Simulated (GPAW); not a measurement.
## Ti K-edge XANES of TiAu (Pm-3m)

What does one-electron theory with a core hole give for the Ti K edge of TiAu (Pm-3m)?

Method: X-ray absorption from dipole matrix elements to empty bands, plane-wave PAW LDA, without spin-orbit coupling, in GPAW 26.7.0.

Most raw output is cut from this account.

## Step 1: Set-up

Symmetry: Pm-3m, No. 221, cubic system. Conventional cell: a = 3.254 Å, b = 3.254 Å, c = 3.254 Å, α = 90.00°, β = 90.00°, γ = 90.00°. Au has 8 Ti at 2.82 Å nearest. Nearest to Ti lie 8 Au at 2.82 Å. Farther neighbours are not listed.

As a file:

```xyz
2
Lattice="3.2540 0.0000 0.0000 0.0000 3.2540 0.0000 0.0000 0.0000 3.2540" Properties=species:S:1:pos:R:3 pbc="T T T"
Au    0.0000    0.0000    0.0000
Ti    1.6270    1.6270    1.6270
```

## Step 2: The field without a hole

The ground state comes first: it tells whether the system has a gap, which decides how the excited electron is treated.

scf.py reads:

```python
import numpy as np
from ase import Atoms
from ase.parallel import parprint, paropen
from gpaw import GPAW, PW, FermiDirac, Mixer, MixerDif, setup_paths
from gpaw.test import gen
setup_paths.insert(0, '.')
gen('Ti', name='nch1s', xcname='LDA', corehole=(1, 0, 0), write_xml=True)
from gpaw.mpi import world
world.barrier()

atoms = Atoms('AuTi',
    cell=[[3.254, 0, 0],
     [0, 3.254, 0],
     [0, 0, 3.254]],
    scaled_positions=[[0, 0, 0],
     [0.5, 0.5, 0.5]],
    pbc=True)
atoms.calc = calc = GPAW(legacy_gpaw=True, mode=PW(430, force_complex_dtype=True), xc='LDA', setups={1: 'nch1s'},
    kpts={'size': (8, 8, 8), 'gamma': True}, occupations=FermiDirac(0.05),
    charge=0, mixer=Mixer(0.1, 5, 50), maxiter=150,
    convergence={'density': 0.0001, 'eigenstates': 1e-6}, txt='scf.txt')
energy = atoms.get_potential_energy() + calc.get_reference_energy()
ef = calc.get_fermi_level()
out = dict(energy=energy, fermi=ef, forces=atoms.get_forces().tolist())
parprint(f'all-electron energy {energy:.4f} eV, Fermi level {ef:.4f} eV')
ev = np.array([[calc.get_eigenvalues(k, s) for k in range(len(calc.get_ibz_k_points()))] for s in range(calc.get_number_of_spins())])
out['homo'], out['lumo'], out['counts'] = ev[ev < ef].max(), ev[ev > ef].min(), sorted(set((ev < ef).sum((0, 2)).tolist()))
out['filled'] = (ev[:, 0] < ef).sum(1).tolist()
import json
with paropen('out.json', 'w') as f:
    json.dump(out, f)
```

Run with:

```
$ OMP_NUM_THREADS=1 mpirun -n 4 gpaw python scf.py
```

Wall time 5.4 s (4 MPI ranks of Intel Xeon Platinum 8488C (Sapphire Rapids), shared host); peak memory 0.16 GiB; 19 s of CPU time.

The mesh shows no gap, so the system is treated as a metal and the core electron is put at the Fermi level (neutral cell).

## Step 3: Spectrum without a core hole, Ti atom 2

This cheap baseline ignores the attraction of the hole: it shows the absorber's empty states as they are in the ground state. The data set with a hole of occupation 0 only carries the core orbital.

The absorber has 8 Au at 2.82 Å and 6 Ti at 3.25 Å (cube and octahedron, as in bcc, site symmetry m-3m).

xas.py reads:

```python
import numpy as np
from ase import Atoms
from ase.parallel import parprint, paropen
from gpaw import GPAW, PW, FermiDirac, Mixer, MixerDif, setup_paths
from gpaw.test import gen
setup_paths.insert(0, '.')
gen('Ti', name='nch1s', xcname='LDA', corehole=(1, 0, 0), write_xml=True)
from gpaw.mpi import world
world.barrier()

atoms = Atoms('AuTi',
    cell=[[3.254, 0, 0],
     [0, 3.254, 0],
     [0, 0, 3.254]],
    scaled_positions=[[0, 0, 0],
     [0.5, 0.5, 0.5]],
    pbc=True)
atoms.calc = calc = GPAW(legacy_gpaw=True, mode=PW(430, force_complex_dtype=True), xc='LDA', setups={1: 'nch1s'},
    kpts={'size': (10, 10, 10), 'gamma': True}, occupations=FermiDirac(0.1),
    charge=0, mixer=Mixer(0.1, 5, 50), maxiter=150,
    convergence={'density': 0.0001, 'eigenstates': 1e-6}, txt='scf.txt')
energy = atoms.get_potential_energy() + calc.get_reference_energy()
ef = calc.get_fermi_level()
out = dict(energy=energy, fermi=ef, forces=atoms.get_forces().tolist())
parprint(f'all-electron energy {energy:.4f} eV, Fermi level {ef:.4f} eV')
ev = np.array([[calc.get_eigenvalues(k, s) for k in range(len(calc.get_ibz_k_points()))] for s in range(calc.get_number_of_spins())])
out['homo'], out['lumo'], out['counts'] = ev[ev < ef].max(), ev[ev > ef].min(), sorted(set((ev < ef).sum((0, 2)).tolist()))
out['filled'] = (ev[:, 0] < ef).sum(1).tolist()

from ase.units import Ha
from gpaw.xas import dipole_matrix_elements
nb = int(calc.get_number_of_electrons() / 2) + 29
top = nb
nscf = calc.fixed_density(kpts={'size': (8, 8, 8), 'gamma': True},
    convergence={'eigenstates': 1.0}, txt='nscf.txt')
nscf.diagonalize_full_hamiltonian(nbands=nb)
cell = atoms.cell.array
ops = [cell.T @ U.T @ np.linalg.inv(cell.T) for U in nscf.wfs.kd.symmetry.op_scc]
E = np.arange(-25, 34, 0.1)
fwhm = np.interp(E, [4, 25], [0.94, 3.5])
Y, X, zero, highest = 0, 0, 1e9, 1e9
for spin in range(nscf.get_number_of_spins()):
    wfs = nscf.wfs
    mine = wfs.bd.get_slice()  # this rank's bands
    A = dipole_matrix_elements(wfs.setups[1])
    eps = np.zeros((wfs.kd.nibzkpts, nb))
    d = np.zeros((3, A.shape[1], wfs.kd.nibzkpts, nb), complex)
    for kpt in wfs.kpt_u:
        if kpt.s == spin and 1 in kpt.P_ani:
            eps[kpt.k, mine] = kpt.eps_n * Ha
            d[:, :, kpt.k, mine] = (kpt.weight * wfs.nspins / 2) ** 0.5 * np.inner(A, kpt.P_ani[1])
    world.sum(eps)
    world.sum(d)
    T = np.einsum('amkn,bmkn->abkn', d, d.conj()).real
    T = sum(np.einsum('ai,ijkn,bj->abkn', R, T, R) for R in ops) / len(ops)
    empty = eps > ef
    zero, highest = min(zero, eps[empty].min()), min(highest, eps[:, top - 1].min())
    lines = [(eps, T, empty)] if spin == 0 else lines + [(eps, T, empty)]
for eps, T, empty in lines:
    f = np.einsum('aakn->akn', T).reshape(3, -1)
    x = eps.ravel() - zero
    w = np.interp(x, E, fwhm) / 2.35482
    g = np.exp(-0.5 * ((E[:, None] - x) / w) ** 2) / (w * (2 * np.pi) ** 0.5)
    Y = Y + (f * empty.ravel()) @ g.T
    X = X + (f * ~empty.ravel()) @ g.T
out.update(E=E.round(2).tolist(), xas=Y.tolist(), xes=X.tolist(), zero=zero, valid=highest - zero, nk=len(eps), nb=nb)
for i in range(0, len(E), 10):
    parprint(f'{E[i]:7.2f}', *(f'{v:10.3e}' for v in Y[:, i]))
import json
with paropen('out.json', 'w') as f:
    json.dump(out, f)
```

Run with:

```
$ OMP_NUM_THREADS=1 mpirun -n 4 gpaw python xas.py
```

Elapsed: 11 s, on 4 MPI ranks; peak memory 0.24 GiB; 43 s of CPU time.

The Ti K spectrum, Ti atom 2, no core hole (energy from the lowest empty level; intensity scaled to a mean of 1 over the first 20 eV):

| E (eV) | intensity |
| --- | --- |
| -2.0 | 0.00 |
| -1.5 | 0.00 |
| -1.0 | 0.01 |
| -0.5 | 0.14 |
| 0.0 | 0.50 |
| 0.5 | 0.52 |
| 1.0 | 0.27 |
| 1.5 | 0.22 |
| 2.0 | 0.25 |
| 2.5 | 0.39 |
| 3.0 | 0.51 |
| 3.5 | 0.58 |
| 4.0 | 0.57 |
| 4.5 | 0.59 |
| 5.0 | 0.59 |
| 5.5 | 0.54 |
| 6.0 | 0.60 |
| 6.5 | 0.70 |
| 7.0 | 0.74 |
| 7.5 | 0.86 |
| 8.0 | 0.98 |
| 8.5 | 0.98 |
| 9.0 | 1.00 |
| 9.5 | 1.08 |
| 10.0 | 1.14 |
| 10.5 | 1.14 |
| 11.0 | 1.14 |
| 11.5 | 1.19 |
| 12.0 | 1.28 |
| 12.5 | 1.37 |
| 13.0 | 1.44 |
| 13.5 | 1.46 |
| 14.0 | 1.48 |
| 14.5 | 1.57 |
| 15.0 | 1.73 |
| 15.5 | 1.89 |
| 16.0 | 1.94 |
| 16.5 | 1.81 |
| 17.0 | 1.56 |
| 17.5 | 1.29 |
| 18.0 | 1.08 |
| 18.5 | 0.96 |
| 19.0 | 0.90 |
| 19.5 | 0.87 |
| 20.0 | 0.86 |
| 20.5 | 0.88 |
| 21.0 | 0.91 |
| 21.5 | 0.95 |
| 22.0 | 0.98 |
| 22.5 | 1.00 |
| 23.0 | 0.99 |
| 23.5 | 0.95 |
| 24.0 | 0.89 |
| 24.5 | 0.82 |
| 25.0 | 0.76 |
| 25.5 | 0.72 |
| 26.0 | 0.71 |
| 26.5 | 0.73 |
| 27.0 | 0.77 |
| 27.5 | 0.81 |
| 28.0 | 0.86 |
| 28.5 | 0.88 |
| 29.0 | 0.90 |
| 29.5 | 0.90 |
| 30.0 | 0.89 |
| 30.5 | 0.88 |
| 31.0 | 0.88 |
| 31.5 | 0.88 |
| 32.0 | 0.88 |

Main maxima below 30 eV (height): 0.3 eV (0.58), 4.7 eV (0.60), 15.9 eV (1.94), 22.6 eV (1.00) and 29.2 eV (0.90). A K edge sees empty p states. The weak features of the first eV are p character mixed into the empty d bands; the main 4p edge lies above them.

The same matrix elements for filled bands give the Ti K emission of Ti atom 2 (ground-state approximation; energy from the lowest empty level, largest value 1):

| E (eV) | emission |
| --- | --- |
| -24.00 | 0.00 |
| -23.25 | 0.00 |
| -22.50 | 0.00 |
| -21.75 | 0.00 |
| -21.00 | 0.00 |
| -20.25 | 0.00 |
| -19.50 | 0.00 |
| -18.75 | 0.00 |
| -18.00 | 0.00 |
| -17.25 | 0.00 |
| -16.50 | 0.00 |
| -15.75 | 0.00 |
| -15.00 | 0.00 |
| -14.25 | 0.00 |
| -13.50 | 0.00 |
| -12.75 | 0.00 |
| -12.00 | 0.00 |
| -11.25 | 0.00 |
| -10.50 | 0.00 |
| -9.75 | 0.00 |
| -9.00 | 0.00 |
| -8.25 | 0.03 |
| -7.50 | 0.13 |
| -6.75 | 0.41 |
| -6.00 | 0.76 |
| -5.25 | 0.99 |
| -4.50 | 0.59 |
| -3.75 | 0.39 |
| -3.00 | 0.23 |
| -2.25 | 0.30 |
| -1.50 | 0.40 |
| -0.75 | 0.67 |
| 0.00 | 0.32 |
| 0.75 | 0.02 |
| 1.50 | 0.00 |
| 2.25 | 0.00 |
| 3.00 | 0.00 |

Emission maxima: -5.2 eV (1.00) and -0.8 eV (0.67).

## Step 4: Reference energy of the supercell

The photon energy needs a difference of total energies, so the cell and mesh of the coming hole run are first run without a hole.

Changes to scf.py since step 2:

```diff
@@ -10,11 +10,17 @@
 
-atoms = Atoms('AuTi',
-    cell=[[3.254, 0, 0],
-     [0, 3.254, 0],
-     [0, 0, 3.254]],
+atoms = Atoms('Au4Ti4',
+    cell=[[3.254, 3.254, 3.254],
+     [-3.254, 3.254, -3.254],
+     [-3.254, -3.254, 3.254]],
     scaled_positions=[[0, 0, 0],
-     [0.5, 0.5, 0.5]],
+     [0, 0.5, 0.5],
+     [0.5, 0, 0.5],
+     [0.5, 0.5, 0],
+     [0.5, 0, 0],
+     [0.5, 0.5, 0.5],
+     [0, 0, 0.5],
+     [0, 0.5, 0]],
     pbc=True)
-atoms.calc = calc = GPAW(legacy_gpaw=True, mode=PW(430, force_complex_dtype=True), xc='LDA', setups={1: 'nch1s'},
-    kpts={'size': (8, 8, 8), 'gamma': True}, occupations=FermiDirac(0.05),
+atoms.calc = calc = GPAW(legacy_gpaw=True, mode=PW(430, force_complex_dtype=True), xc='LDA', setups={4: 'nch1s'},
+    kpts={'size': (5, 5, 5), 'gamma': True}, occupations=FermiDirac(0.1),
     charge=0, mixer=Mixer(0.1, 5, 50), maxiter=150,
```

Run with:

```
$ OMP_NUM_THREADS=1 mpirun -n 4 gpaw python scf.py
```

Elapsed: 22 s, on 4 MPI ranks; peak memory 0.24 GiB; 86 s of CPU time.

Reference energy: -2157999.930 eV with the cores included.

## Step 5: Spectrum with XCH, Ti atom 2

The holes are 5.6 Å apart. In GPAW the data set carries the hole's charge, so charge=0 means a charged cell and charge=-1 a neutral one. The excited electron is kept in the cell, where it fills the lowest empty states and screens the hole. After the field has converged, empty bands are computed with the density fixed and the dipole matrix elements are summed.

Changes to xas.py since step 3:

```diff
@@ -6,3 +6,3 @@
 setup_paths.insert(0, '.')
-gen('Ti', name='nch1s', xcname='LDA', corehole=(1, 0, 0), write_xml=True)
+gen('Ti', name='fch1s', xcname='LDA', corehole=(1, 0, 1), write_xml=True)
 from gpaw.mpi import world
@@ -10,12 +10,18 @@
 
-atoms = Atoms('AuTi',
-    cell=[[3.254, 0, 0],
-     [0, 3.254, 0],
-     [0, 0, 3.254]],
+atoms = Atoms('Au4Ti4',
+    cell=[[3.254, 3.254, 3.254],
+     [-3.254, 3.254, -3.254],
+     [-3.254, -3.254, 3.254]],
     scaled_positions=[[0, 0, 0],
-     [0.5, 0.5, 0.5]],
+     [0, 0.5, 0.5],
+     [0.5, 0, 0.5],
+     [0.5, 0.5, 0],
+     [0.5, 0, 0],
+     [0.5, 0.5, 0.5],
+     [0, 0, 0.5],
+     [0, 0.5, 0]],
     pbc=True)
-atoms.calc = calc = GPAW(legacy_gpaw=True, mode=PW(430, force_complex_dtype=True), xc='LDA', setups={1: 'nch1s'},
-    kpts={'size': (10, 10, 10), 'gamma': True}, occupations=FermiDirac(0.1),
-    charge=0, mixer=Mixer(0.1, 5, 50), maxiter=150,
+atoms.calc = calc = GPAW(legacy_gpaw=True, mode=PW(430, force_complex_dtype=True), xc='LDA', setups={4: 'fch1s'},
+    kpts={'size': (5, 5, 5), 'gamma': True}, occupations=FermiDirac(0.1),
+    charge=-1, mixer=Mixer(0.1, 5, 50), maxiter=150,
     convergence={'density': 0.0001, 'eigenstates': 1e-6}, txt='scf.txt')
@@ -31,10 +37,9 @@
 from gpaw.xas import dipole_matrix_elements
-nb = int(calc.get_number_of_electrons() / 2) + 29
-top = nb
-nscf = calc.fixed_density(kpts={'size': (8, 8, 8), 'gamma': True},
-    convergence={'eigenstates': 1.0}, txt='nscf.txt')
-nscf.diagonalize_full_hamiltonian(nbands=nb)
+nb = int(calc.get_number_of_electrons() / 2) + 105
+top, nb = nb, nb + 8 + nb // 12
+nscf = calc.fixed_density(kpts={'size': (6, 6, 6), 'gamma': True}, nbands=nb,
+    convergence={'bands': top, 'eigenstates': 5e-3}, maxiter=60, txt='nscf.txt')
 cell = atoms.cell.array
 ops = [cell.T @ U.T @ np.linalg.inv(cell.T) for U in nscf.wfs.kd.symmetry.op_scc]
-E = np.arange(-25, 34, 0.1)
+E = np.arange(-6, 34, 0.1)
 fwhm = np.interp(E, [4, 25], [0.94, 3.5])
@@ -44,3 +49,3 @@
     mine = wfs.bd.get_slice()  # this rank's bands
-    A = dipole_matrix_elements(wfs.setups[1])
+    A = dipole_matrix_elements(wfs.setups[4])
     eps = np.zeros((wfs.kd.nibzkpts, nb))
@@ -48,5 +53,5 @@
     for kpt in wfs.kpt_u:
-        if kpt.s == spin and 1 in kpt.P_ani:
+        if kpt.s == spin and 4 in kpt.P_ani:
             eps[kpt.k, mine] = kpt.eps_n * Ha
-            d[:, :, kpt.k, mine] = (kpt.weight * wfs.nspins / 2) ** 0.5 * np.inner(A, kpt.P_ani[1])
+            d[:, :, kpt.k, mine] = (kpt.weight * wfs.nspins / 2) ** 0.5 * np.inner(A, kpt.P_ani[4])
     world.sum(eps)
```

Run with:

```
$ OMP_NUM_THREADS=1 mpirun -n 4 gpaw python xas.py
```

Elapsed: 77 s, on 4 MPI ranks; peak memory 0.38 GiB; 5.1 min of CPU time.

The Ti K spectrum, Ti atom 2, excited-electron core hole (neutral cell) (energy from the lowest empty level; intensity scaled to a mean of 1 over the first 20 eV):

| E (eV) | intensity |
| --- | --- |
| -2.0 | 0.00 |
| -1.0 | 0.01 |
| 0.0 | 0.40 |
| 1.0 | 0.20 |
| 2.0 | 0.21 |
| 3.0 | 0.56 |
| 4.0 | 0.60 |
| 5.0 | 0.54 |
| 6.0 | 0.61 |
| 7.0 | 0.77 |
| 8.0 | 0.98 |
| 9.0 | 1.04 |
| 10.0 | 1.15 |
| 11.0 | 1.26 |
| 12.0 | 1.32 |
| 13.0 | 1.47 |
| 14.0 | 1.57 |
| 15.0 | 1.81 |
| 16.0 | 1.83 |
| 17.0 | 1.47 |
| 18.0 | 1.04 |
| 19.0 | 0.83 |
| 20.0 | 0.82 |
| 21.0 | 0.90 |
| 22.0 | 0.99 |
| 23.0 | 0.96 |
| 24.0 | 0.85 |
| 25.0 | 0.74 |
| 26.0 | 0.71 |
| 27.0 | 0.77 |
| 28.0 | 0.85 |
| 29.0 | 0.90 |
| 30.0 | 0.90 |
| 31.0 | 0.87 |
| 32.0 | 0.86 |

Main maxima below 30 eV (height): 0.3 eV (0.47), 3.7 eV (0.61), 15.5 eV (1.88), 22.3 eV (1.00) and 29.4 eV (0.91). 

The total-energy difference is 4970.15 eV. One term is added: -22.68 eV, since the hole is spin-paired here and a spin-polarised one costs that much less in the free atom (computed apart). The photon energy is then 4947.47 eV. The tabulated edge of the element is 4966 eV. The functional leaves an error in such absolute values: in the free atom LDA prices this hole 13.2 eV below PBE (computed apart), and PBE is itself good to a few eV.

## Step 6: Spectrum with FCH, Ti atom 2

The holes are 5.6 Å apart. In GPAW the data set carries the hole's charge, so charge=0 means a charged cell and charge=-1 a neutral one. The excited electron is left out and a uniform background balances the charge. After the field has converged, empty bands are computed with the density fixed and the dipole matrix elements are summed.

Changed against the first core-hole run: core hole to FCH.

Changes to xas.py since step 5:

```diff
@@ -25,3 +25,3 @@
     kpts={'size': (5, 5, 5), 'gamma': True}, occupations=FermiDirac(0.1),
-    charge=-1, mixer=Mixer(0.1, 5, 50), maxiter=150,
+    charge=0, mixer=Mixer(0.1, 5, 50), maxiter=150,
     convergence={'density': 0.0001, 'eigenstates': 1e-6}, txt='scf.txt')
```

Wall time 77 s (4 MPI ranks); peak memory 0.38 GiB.

| E (eV) | first run | this run |
| --- | --- | --- |
| -2.0 | 0.00 | 0.00 |
| -1.0 | 0.01 | 0.00 |
| 0.0 | 0.40 | 0.38 |
| 1.0 | 0.20 | 0.23 |
| 2.0 | 0.21 | 0.20 |
| 3.0 | 0.56 | 0.55 |
| 4.0 | 0.60 | 0.60 |
| 5.0 | 0.54 | 0.53 |
| 6.0 | 0.61 | 0.62 |
| 7.0 | 0.77 | 0.73 |
| 8.0 | 0.98 | 0.96 |
| 9.0 | 1.04 | 1.04 |
| 10.0 | 1.15 | 1.12 |
| 11.0 | 1.26 | 1.26 |
| 12.0 | 1.32 | 1.29 |
| 13.0 | 1.47 | 1.44 |
| 14.0 | 1.57 | 1.54 |
| 15.0 | 1.81 | 1.77 |
| 16.0 | 1.83 | 1.86 |
| 17.0 | 1.47 | 1.56 |
| 18.0 | 1.04 | 1.12 |
| 19.0 | 0.83 | 0.85 |
| 20.0 | 0.82 | 0.81 |
| 21.0 | 0.90 | 0.89 |
| 22.0 | 0.99 | 0.98 |
| 23.0 | 0.96 | 0.98 |
| 24.0 | 0.85 | 0.87 |
| 25.0 | 0.74 | 0.75 |
| 26.0 | 0.71 | 0.71 |
| 27.0 | 0.77 | 0.75 |
| 28.0 | 0.85 | 0.83 |
| 29.0 | 0.90 | 0.90 |
| 30.0 | 0.90 | 0.90 |
| 31.0 | 0.87 | 0.88 |
| 32.0 | 0.86 | 0.86 |

Against the first run the r.m.s. difference is 3 %. The highest intensity below 24 eV goes from 15.5 eV (1.88) to 15.7 eV (1.88).

The photon energy of the zero moves by -0.05 eV.

## Step 7: Supercell without a hole, the energy reference

The cutoff changes for the next run, so it gets a reference energy of its own.

Changes to scf.py since step 4:

```diff
@@ -23,3 +23,3 @@
     pbc=True)
-atoms.calc = calc = GPAW(legacy_gpaw=True, mode=PW(430, force_complex_dtype=True), xc='LDA', setups={4: 'nch1s'},
+atoms.calc = calc = GPAW(legacy_gpaw=True, mode=PW(300, force_complex_dtype=True), xc='LDA', setups={4: 'nch1s'},
     kpts={'size': (5, 5, 5), 'gamma': True}, occupations=FermiDirac(0.1),
```

Run with:

```
$ OMP_NUM_THREADS=1 mpirun -n 4 gpaw python scf.py
```

It took 18 s on 4 MPI ranks; peak memory 0.22 GiB; 70 s of CPU time.

Reference energy: -2157998.841 eV with the cores included.

(Part 1 of 2 ends here.)

[Logs are printed without paths, hosts, clocks, repeated set-up lines and the standing remarks that a program may print on its own settings, such as how far it seeks lower states.]

[Hosts, paths, dates, database ids (printed as entryN), source tags and the programs' standing remarks are cut or masked in the printed files.]

[Lists of maxima count a maximum above −3 eV only where it reaches 4 % of the highest in the window and stands out from its surroundings by 2 % of it (1.5 % where it reaches 55 %); shoulders and weaker maxima are passed over, and of the rest the first, up to two pre-edge ones and the few strongest are named.]
